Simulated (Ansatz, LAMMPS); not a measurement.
# Glassy 72SiO2-17Al2O3-6BaO-6ZnO (mol %) (116 atoms): a single point, part 2 of 2

What does DFT give for glassy 72SiO2-17Al2O3-6BaO-6ZnO (mol %) (116 atoms) as built?

Ansatz 0.2.0; Kohn-Sham DFT, PBE, PAW (set soft_2), plane waves.

The cell: 26 Si, 12 Al, 2 Ba, 2 Zn and 74 O. The quench rate of 50 K/ps is orders of magnitude faster than experiment. The network of bonds at the start is that of the classical potential that made the cell. Sampling is at Γ alone, for a cell whose shortest periodic width is 12 Å. The levels lack spin–orbit coupling.

So far. Step 3 (Plane-wave single point): Between -26 and -14 eV lie 148 more states.

### Step 3. Plane-wave single point (continued)

Electrostatic potential energy in the bc plane at fractional x = 0.073, with atoms of Si and Al and Zn and O within 0.2 Å of it. With pseudopotentials it is smooth inside the atoms' cores, unlike the true potential.

Values in eV, 13 rows by 16 columns, each cell a mean:
```
 10  10  10  10   9   7   1   1   7  10  10  10   7  -5  -8   5
 10  10  10  10   9   0 -30 -27   2   9   9   9   9   8   8   9
 10  10  10  10   9   5 -14 -12   5   7  -2   4  10  10  10  10
  2  -2   4   9   9   8   8   8   8   7 -11  -1   9  10  10   8
 -8  -5  -6  -2   2   4   7   9   9   8   6   6   8   9   9   5
-10  -6  -2 -32 -18   2   6   9   8   6   5 -16 -12  -1  -6 -30
  6   7   6   1   3   6   5   5   5   3   6  -5 -17 -35 -24 -11
 10   9   7   1  -1   4  -7  -4   2  -5   7   8  -1 -19  -8   7
  5   3   1 -23 -27   0 -24 -18  -9 -33   1   9   9   5   5   8
-17 -24 -31 -23   1   6   2   3   4  -5   0   7  10   9   5   4
  7   2 -12 -21  -7   7   8   9   5 -14  -2   8  10   8   6   7
  9   9   8 -20 -17   5   8   9   3 -30  -6  10   9   5   3   8
  9  10  10   9   7   7   8   9   9   8  10  10   6  -9 -13   4
```
Columns run along b (11.8 Å; values clipped at the 3rd and 97th percentile), rows up along c (11.8 Å). Atoms in or near the plane, at fractional coordinates: Si at (0.85, 0.47), Al at (0.07, 0.64), Zn at (0.43, 0.86), O at (0.59, 0.12), O at (0.96, 0.55), O at (0.24, 0.13), O at (0.23, 0.57), O at (0.25, 0.34), O at (0.58, 0.35).

Valence density in the bc plane at fractional x = 0.073, with atoms of Si and Al and Zn and O within 0.2 Å of it. It is the smooth field of the valence electrons, not physical close to the nuclei.

Values in units of 1e0 e/Å³, 13 rows by 16 columns, each cell a mean:
```
0.0 0.0 0.0 0.0 0.0 0.1 0.3 0.2 0.0 0.0 0.0 0.0 0.1 0.7 0.8 0.2
0.0 0.0 0.0 0.0 0.0 0.2 8.8 6.7 0.2 0.1 0.0 0.0 0.0 0.1 0.1 0.0
0.1 0.2 0.0 0.0 0.0 0.2 1.7 1.4 0.1 0.2 0.9 0.5 0.1 0.0 0.0 0.0
0.2 0.3 0.1 0.0 0.1 0.2 0.2 0.1 0.0 0.3 1.6 0.9 0.1 0.0 0.0 0.0
0.2 0.1 0.2 0.9 0.6 0.2 0.1 0.0 0.0 0.1 0.2 0.2 0.1 0.0 0.1 0.3
1.2 0.1 0.6 4.6 2.4 0.2 0.3 0.2 0.1 0.1 0.3 2.4 1.9 0.3 1.2 4.7
0.5 0.1 0.1 0.6 0.4 0.1 0.5 0.5 0.1 0.1 0.2 1.2 1.2 0.3 0.8 1.9
0.0 0.0 0.1 0.7 0.8 0.2 0.6 0.5 0.5 1.2 0.3 0.1 0.2 0.5 0.5 0.1
0.5 0.5 0.3 2.9 3.6 0.5 2.3 1.4 1.5 4.7 0.8 0.0 0.1 0.5 0.5 0.1
2.4 2.7 0.5 0.6 0.5 0.1 0.2 0.2 0.3 0.6 0.2 0.0 0.0 0.1 0.1 0.3
0.3 0.4 0.4 2.0 1.5 0.1 0.0 0.1 0.4 1.7 0.7 0.1 0.0 0.3 0.5 0.2
0.0 0.0 0.3 3.2 2.6 0.2 0.0 0.0 0.7 4.5 1.5 0.1 0.1 0.5 0.6 0.1
0.0 0.0 0.0 0.2 0.2 0.1 0.1 0.0 0.1 0.3 0.1 0.0 0.1 0.4 0.4 0.1
```
Columns run along b (11.8 Å), rows up along c (11.8 Å). Atoms in or near the plane, at fractional coordinates: Si at (0.85, 0.47), Al at (0.07, 0.64), Zn at (0.43, 0.86), O at (0.59, 0.12), O at (0.96, 0.55), O at (0.24, 0.13), O at (0.23, 0.57), O at (0.25, 0.34), O at (0.58, 0.35).

Mean Löwdin charges: Al +1.37, Ba +1.90, O -0.83, Si +1.77, Zn +1.50 e (they miss 1.2 % of the electrons, so they add up to more than the cell's charge).

### Step 4. Distances and neighbours

Bonds and neighbours are counted at the geometry of the runs.

Density 2.68 g/cm³, 14.10 Å³ an atom.

Pair distribution functions g(r), in bins of 0.2 Å:

```
r (Å)  total   O-O  O-Si  O-Al  O-Ba  O-Zn  Si-Si
 1.50   1.39  0.00  4.86  0.00  0.00  0.00   0.00
 1.70   3.47  0.00  8.59  7.74  0.00  0.00   0.00
 1.90   0.49  0.00  0.00  3.15  0.00  3.44   0.00
 2.10   0.09  0.00  0.00  0.18  0.00  3.07   0.00
 2.30   0.07  0.04  0.00  0.13  0.00  1.74   0.00
 2.50   0.83  1.99  0.00  0.12  0.00  0.00   0.00
 2.70   1.71  4.07  0.00  0.10  1.23  0.00   0.00
 2.90   0.83  1.23  0.12  0.26  0.55  0.53   1.54
 3.10   1.06  1.09  0.38  0.62  0.87  0.44   4.40
 3.30   0.87  0.52  0.71  1.00  2.05  0.39   0.36
 3.50   0.85  0.74  1.04  0.90  1.78  1.79   0.00
 3.70   0.92  0.61  1.29  1.46  1.60  0.65   0.14
 3.90   1.06  0.67  1.67  1.39  0.89  1.17   0.25
 4.10   1.04  0.51  1.73  1.56  0.76  0.78   0.92
 4.30   1.32  0.74  1.86  1.87  1.90  1.69   1.15
 4.50   1.01  0.91  1.04  1.27  0.42  1.95   1.15
 4.70   0.95  1.21  0.74  0.46  1.00  1.00   1.32
 4.90   1.05  1.38  0.66  0.83  0.38  0.37   1.54
 5.10   1.15  1.69  0.64  0.73  1.19  0.50   1.26
 5.30   1.01  1.31  0.67  0.60  1.25  0.95   1.44
 5.50   0.97  1.08  0.87  0.70  1.45  1.31   1.33
 5.70   0.94  0.86  1.08  0.79  1.08  0.40   1.06
```

A closer look about Ba40, one of the 2 Ba atoms: 14 atoms, nearest first, numbered in the order of the input, with positions taken from that point.

```
atom      x      y      z  distance (Å)  Löwdin charge (e)     Fx     Fy  Fz (eV/Å)
Ba40   0.00   0.00   0.00          0.00               1.88   0.01   0.11      -0.78
 O77  -2.30   1.26   0.21          2.63              -1.01   0.28  -2.03       1.93
 O98   2.28  -1.31  -1.04          2.83              -0.88  -0.60  -1.29      -0.07
 O72   0.50   0.14  -3.12          3.16              -0.82   0.62  -0.45       1.42
 O59  -2.73  -1.11  -1.22          3.18              -0.98   0.18  -0.13       0.81
 O73   2.64   1.36  -1.20          3.21              -0.87  -2.21   0.02      -0.98
 O74   2.59   0.79   1.82          3.26              -0.81  -1.64   0.40       1.16
Si21   3.26  -0.07  -1.35          3.53               1.75   0.69  -0.76       1.32
Si19  -2.58   2.37  -0.88          3.61               1.69  -1.76   0.02      -2.35
 O92  -2.13   1.82  -2.34          3.66              -0.85   0.26   0.47       0.18
Zn41  -3.63  -0.28   0.29          3.66               1.47  -0.08  -0.18       0.26
O114   1.38   3.48   0.41          3.77              -0.85  -0.60  -0.52       0.18
 O48  -1.12  -1.90  -3.16          3.85              -0.78  -2.44  -1.87       0.97
 O94   0.56  -3.62  -1.22          3.86              -0.85  -0.45  -0.28       0.92
```

### Step 5. What came out

```json
{
  "free energy per atom": "-720.9589 eV/atom",
  "pressure": "4.551 GPa",
  "r.m.s. force component": "1.372 eV/Å",
  "gap (highest filled to lowest empty level)": "3.481 eV",
  "wall time of the 1 DFT run": "10 s"
}
```

In words: Between filled and empty levels lie 3.48 eV (at Γ alone); a semilocal functional tends to put such gaps too low. In a disordered cell it changes from sample to sample, and tail or defect levels can set it.

What to keep in mind: The force components of 1.4 eV/Å r.m.s. hold both thermal displacement and the mismatch between the potential that made the cell and DFT. The pressure of 4.6 GPa is that of one thermal frame, in which the classical model's bond lengths enter as well as the volume, without the kinetic term.

[Logs are printed without paths, hosts, clocks, repeated set-up lines and the standing remarks that a program may print on its own settings, such as how far it seeks lower states.]

[Hosts, paths, dates, database ids (printed as entryN), source tags and the programs' standing remarks are cut or masked in the printed files.]
